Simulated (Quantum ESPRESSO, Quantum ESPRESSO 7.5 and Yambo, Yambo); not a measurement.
# PtSe2 (1T monolayer): G0W0 with Yambo, start to end

Wanted: ground state, empty states, screening and self-energy for PtSe2 (1T monolayer).

Method: PBE and many-body steps on it, plane waves, in Quantum ESPRESSO 7.5 and Yambo 5.3.0.

**Experimental background.**

- Gap 1.9 ± 0.05 eV: quasiparticle gap from STS, domains aligned with graphene; scanning tunneling spectroscopy; 8.5 K; monolayer (MBE-grown monolayer on epitaxial bilayer graphene, twist angle near 0 deg) on bilayer graphene on SiC(0001) (“Angular dependence of the interlayer coupling at the interface between two dimensional materials 1T-PtSe2 and graphene”, 2023, arxiv:2311.08165).

- Gap 2 ± 0.1 eV: quasiparticle gap of the first layer from STS; scanning tunnelling spectroscopy; 77 K; monolayer (MBE-grown first layer on HOPG) on HOPG (“Precise Layer-Dependent Electronic Structure of MBE-Grown PtSe2”, 2021, arxiv:2105.03334).

- Gap 1.95 ± 0.05 eV: quasiparticle gap of 1 ML from STS, average over islands; scanning tunnelling spectroscopy; monolayer (MBE-grown monolayer islands on bilayer graphene) on bilayer graphene on SiC(0001) (“Atomic-layer controlled THz Spintronic emission from Epitaxially grown Two dimensional PtSe2/ferromagnet heterostructures”, 2023, arxiv:2305.06895).

This is a report of a sequence of runs, with most program output left out.

## (1) The structure

The cell holds 3 atoms: 1 Pt and 2 Se. Cell: a = 3.749 Å, b = 3.749 Å, c = 15.000 Å, α = 90.0°, β = 90.0°, γ = 120.0°. Vacuum lies along c.

The structure was relaxed with PBE. The runs that relaxed it are not among those shown. Spin-orbit coupling is left out unless a step names it.

## (2) Ground state

This step: Quantum ESPRESSO 7.5; DFT, PBE, plane waves, norm-conserving pseudopotentials.

The ground-state density comes first.

File pw.in:

```
&control
  calculation = 'scf'
  prefix = 'x'
  outdir = 'o'
  pseudo_dir = 'pseudo'
/
&system
  ibrav = 0
  nat = 3
  ntyp = 2
  ecutwfc = 104.0
  nbnd = 38
  force_symmorphic = .true.
/
&electrons
  conv_thr = 1e-10
  electron_maxstep = 80
  mixing_beta = 0.5
/
ATOMIC_SPECIES
  Pt 195.08 Pt.upf
  Se 78.971 Se.upf
CELL_PARAMETERS angstrom
  3.7489144268 -0.0000000002 0.0000000000
  -1.8744572132 3.2466551303 0.0000000000
  0.0000000000 0.0000000000 15.0000000000
ATOMIC_POSITIONS crystal
  Pt 0.0000000000 0.0000000000 0.5000000000
  Se 0.3333333333 0.6666666667 0.5871293917
  Se 0.6666666667 0.3333333333 0.4128706083
K_POINTS automatic
  9 9 1 0 0 0
```

The run is started by

```console
> OMP_NUM_THREADS=1 mpirun -n 8 pw.x -nk 8 -in pw.in > pw.out
```

Run time: 27 s. Hardware: 8 MPI ranks of Arm Neoverse V2, shared host; peak memory 1.6 GiB.

This step gave:

```yaml
total_energy: -21963.9751 eV
gap: 1.392 eV
k_of_the_valence_top: 0, 0, 0
k_of_the_conduction_bottom: 0, 0.2222, 0
least_direct_gap: 1.508 eV
```

The gap is indirect, with the least direct gap 0.12 eV higher.

## (3) Bands along the symmetry lines

The cheap functional maps the bands first; the places of the edges decide which points the dearer methods must see.

File pw.in:

```
&control
  calculation = 'bands'
  prefix = 'x'
  outdir = 'o'
  pseudo_dir = 'pseudo'
/
&system
  ibrav = 0
  nat = 3
  ntyp = 2
  ecutwfc = 104.0
  nbnd = 39
  force_symmorphic = .true.
/
&electrons
  conv_thr = 1e-9
  electron_maxstep = 80
  diago_full_acc = .true.
  diago_thr_init = 5e-6
/
ATOMIC_SPECIES
  Pt 195.08 Pt.upf
  Se 78.971 Se.upf
CELL_PARAMETERS angstrom
  3.7489144268 -0.0000000002 0.0000000000
  -1.8744572132 3.2466551303 0.0000000000
  0.0000000000 0.0000000000 15.0000000000
ATOMIC_POSITIONS crystal
  Pt 0.0000000000 0.0000000000 0.5000000000
  Se 0.3333333333 0.6666666667 0.5871293917
  Se 0.6666666667 0.3333333333 0.4128706083
K_POINTS crystal
  25
  0.00000000 0.00000000 0.00000000 1
  0.06250000 0.00000000 0.00000000 1
  0.12500000 0.00000000 0.00000000 1
  0.18750000 0.00000000 0.00000000 1
  0.25000000 0.00000000 0.00000000 1
  0.31250000 0.00000000 0.00000000 1
  0.37500000 0.00000000 0.00000000 1
  0.43750000 0.00000000 0.00000000 1
  0.50000000 0.00000000 0.00000000 1
  0.47916667 0.04166667 0.00000000 1
  0.45833333 0.08333333 0.00000000 1
  0.43750000 0.12500000 0.00000000 1
  0.41666666 0.16666666 0.00000000 1
  0.39583333 0.20833333 0.00000000 1
  0.37500000 0.25000000 0.00000000 1
  0.35416666 0.29166666 0.00000000 1
  0.33333333 0.33333333 0.00000000 1
  0.29166666 0.29166666 0.00000000 1
  0.25000000 0.25000000 0.00000000 1
  0.20833333 0.20833333 0.00000000 1
  0.16666666 0.16666666 0.00000000 1
  0.12500000 0.12500000 0.00000000 1
  0.08333333 0.08333333 0.00000000 1
  0.04166667 0.04166667 0.00000000 1
  0.00000000 0.00000000 0.00000000 1
```

Wall time 14 s (8 MPI ranks); peak memory 1.5 GiB.

This step gave:

* gap: 1.404 eV
* k of the valence top: 0.0417, 0.0417, 0
* k of the conduction bottom: 0.25, 0, 0
* least direct gap: 1.584 eV

The gap is 1.404 eV, +0.012 eV from the run before at this level.

The electronic bands at the labelled points (eV, zero at the top of the highest filled band):

```csv
point,band 30,band 31,band 32,band 33,band 34,band 35,band 36,band 37
Γ,-1.18,-0.55,0.00,0.00,2.95,2.95,4.34,5.28
halfway,-2.15,-0.56,-0.35,-0.18,1.40,2.56,5.44,5.67
M,-2.22,-1.90,-1.79,-1.34,2.39,2.71,4.72,6.22
halfway,-2.28,-2.21,-1.16,-0.93,1.97,2.24,5.47,7.29
K,-2.44,-2.15,-0.93,-0.93,1.82,1.82,6.10,8.15
halfway,-2.18,-0.83,-0.67,-0.01,1.79,1.84,5.87,6.22
Γ,-1.18,-0.55,0.00,0.00,2.95,2.95,4.34,5.28
```

## (4) Empty states on the mesh, 6×6×1 mesh, 275 bands

The sums over transitions need many empty states on a uniform mesh; this step solves for them.

File pw.in:

```
&control
  calculation = 'nscf'
  prefix = 'x'
  outdir = 'o'
  pseudo_dir = 'pseudo'
/
&system
  ibrav = 0
  nat = 3
  ntyp = 2
  ecutwfc = 104.0
  nbnd = 275
  force_symmorphic = .true.
/
&electrons
  conv_thr = 1e-9
  electron_maxstep = 80
  diago_full_acc = .true.
  diago_thr_init = 5e-6
/
ATOMIC_SPECIES
  Pt 195.08 Pt.upf
  Se 78.971 Se.upf
CELL_PARAMETERS angstrom
  3.7489144268 -0.0000000002 0.0000000000
  -1.8744572132 3.2466551303 0.0000000000
  0.0000000000 0.0000000000 15.0000000000
ATOMIC_POSITIONS crystal
  Pt 0.0000000000 0.0000000000 0.5000000000
  Se 0.3333333333 0.6666666667 0.5871293917
  Se 0.6666666667 0.3333333333 0.4128706083
K_POINTS automatic
  6 6 1 0 0 0
```

The run is started by

```console
> OMP_NUM_THREADS=1 mpirun -n 8 pw.x -nk 4 -in pw.in > pw.out
```

Run time: 70 s. Hardware: 8 MPI ranks; peak memory 2.5 GiB.

This step gave:

* gap: 1.667 eV
* k of the valence top: 0, 0, 0
* k of the conduction bottom: 0, 0.1667, 0
* least direct gap: 1.737 eV
* k points computed: 7
* lowest point of the top converged band, above the valence top: 67.5019 eV

On this mesh the gap is 1.667 eV. The earlier step found 1.392 eV, so this mesh misses an edge.

## (5) Conversion and set-up

This step: Yambo 5.3.0; conversion and set-up on PBE, plane waves, norm-conserving pseudopotentials.

The states are converted to the many-body program's format and the q mesh is built.

The run is started by

```console
> (cd o/x.save; p2y > p2y.log; mv SAVE ../..); yambo > setup.log
```

Run time: 3.6 s. Hardware: 1 MPI rank; peak memory 0.27 GiB.

## (6) Screening and self-energy, 6×6×1 mesh, 275 bands, screening to 136.1 eV

G0W0 replaces the xc potential by the self-energy, built once from these orbitals. Only a window of levels is corrected, while the sums run over the empty bands that the input names.

This step: G0W0 on PBE, plane waves, norm-conserving pseudopotentials.

File gw3.in:

```
HF_and_locXC
gw0
dyson
ppa
em1d
rim_cut
rim_w
RandQpts= 3000000
RandGvec= 100 RL
CUTGeo= "slab z"
RandGvecW= 9 RL
EXXRLvcs= 104 Ry
VXCRLvcs= 416 Ry
Chimod= "HARTREE"
% BndsRnXp
 1 | 275 |
%
NGsBlkXp= 10 Ry
% LongDrXp
 1 | 1 | 0 |
%
% GbndRnge
 1 | 275 |
%
DysSolver= "n"
ExtendOut
PPAPntXp= 27.21138 eV
% QPkrange
 1 | 1 | 32 | 35 |
 2 | 2 | 32 | 35 |
%
```

The run is started by

```console
> OMP_NUM_THREADS=1 mpirun -n 8 yambo -F gw3.in -J gw3 -C gw3 > gw3.log
```

Wall time 11 min (8 MPI ranks); peak memory 10 GiB; 86 min of CPU time.

Numbers from this step:

| Item | Value |
| --- | --- |
| G0W0 gap on the points computed | 2.797 eV |
| starting gap on the mesh | 1.667 eV |
| k of the valence top | 0, 0, 0 |
| k of the conduction bottom | 0, 0.1667, 0 |
| least direct G0W0 gap on the computed points | 2.809 eV |
| Z at the valence top | 0.7427 |
| Z at the conduction bottom | 0.7456 |

The gap on the mesh goes from 1.67 eV to 2.80 eV, a correction of +1.13 eV. The start differs from the 1.39 eV found before because the two sample other k points.

Limits: finite bands, cutoff and mesh; no spin polarisation; d states lean on the start; no spin-orbit coupling. v1 is the top filled band, c1 the lowest empty one. Levels before and after the correction, in eV, zero at the valence-band top of each column:

```csv
,conduction bottom,valence top
Kohn-Sham,1.67,0.00
G0W0,2.80,0.00
```

|  | level | energy (eV) |
| --- | --- | --- |
| Kohn-Sham | Γ v2-v1 | 0.000 |
| Kohn-Sham | Γ c1-c2 | 2.957 |
| Kohn-Sham | (0 0.167 0) v2 | -0.130 |
| Kohn-Sham | (0 0.167 0) v1 | -0.070 |
| Kohn-Sham | (0 0.167 0) c1 | 1.667 |
| Kohn-Sham | (0 0.167 0) c2 | 2.650 |
| G0W0 | Γ v2-v1 | 0.000 |
| G0W0 | Γ c1-c2 | 4.247 |
| G0W0 | (0 0.167 0) v2 | -0.149 |
| G0W0 | (0 0.167 0) v1 | -0.013 |
| G0W0 | (0 0.167 0) c1 | 2.797 |
| G0W0 | (0 0.167 0) c2 | 3.905 |

## (7) Where the time went

Times are wall times on the hardware named with each run, good to a factor of about two.

```csv
step,time,share,memory (GiB)
ground state,27 s,4 %,1.6
bands along the symmetry lines,14 s,2 %,1.5
empty states on the mesh,70 s,9 %,2.5
conversion and set-up,3.6 s,0 %,0.27
screening and self-energy,11 min,85 %,10
```

## (8) What came out

| Property | Result |
| --- | --- |
| PBE gap | 1.39 eV, indirect |
| G0W0 gap on the mesh | 2.80 eV |
| G0W0 gap over the zone (rigid shift) | 2.52 eV |
| GW settings | 6×6×1 mesh, 275 bands, screening to 136.1 eV, Godby-Needs plasmon pole |
| known limits | not at the basis limit; no spin polarisation; d states lean on the start; no spin-orbit coupling |

G0W0 moves the gap on the mesh from 1.67 eV to 2.80 eV (+1.13 eV), with Z of 0.74 and 0.75 at the edges. The mesh misses the band edges by 0.27 eV in all; a rigid shift gives 2.52 eV for the zone. Only 2 of the mesh's irreducible points were corrected, so a valley elsewhere could overtake. The dearest step here is «screening and self-energy». Against experiment, by G0W0@PBE: the gap of 2.52 eV lies +0.62 eV from the measured 1.9 ± 0.05 eV (electronic, 8.5 K, on bilayer graphene on SiC(0001), 2023); the gap of 2.52 eV lies +0.52 eV from the measured 2 ± 0.1 eV (electronic, 77 K, on HOPG, 2021); the gap of 2.52 eV lies +0.57 eV from the measured 1.95 ± 0.05 eV (electronic, on bilayer graphene on SiC(0001), 2023). The computed sheet is free-standing; a substrate or cover screens it further and lowers both gap and binding, while the exciton line moves little. The calculation has static nuclei and no excitons; a measured gap holds zero-point and thermal motion, which mostly lowers it. With atoms this heavy the missing spin-orbit coupling can matter too. Bands and cutoff are finite, so the gap is not at the basis limit. The miss can reach some tenths of an eV and take either sign; the mesh is an error of its own. In the G0W0 run levels were corrected at 2 k points alone, so a gap called «on the mesh» is the least over those, and an edge elsewhere would be missed. A denser mesh or path gives a starting gap of 1.39 eV: the GW mesh misses a band edge, so its gaps are not the fundamental one. The runs have no spin polarisation. For a closed low-spin shell that is the natural state; where a d or f shell is open it is a constraint, and the gap is then not the crystal's own. With d states at the gap, one-shot GW leans hard on its start.

[Paths, hosts, dates, memory and timing lines, banners, echoed tables and standing remarks are left out of the program output.]

[Logs are printed without paths, hosts, clocks, repeated set-up lines and the standing remarks that a program may print on its own settings, such as how far it seeks lower states.]

[Runs of the session that timed out or met a known fault of the program may be left out.]

[Hosts, paths, dates, database ids (printed as entryN), source tags and the programs' standing remarks are cut or masked in the printed files.]
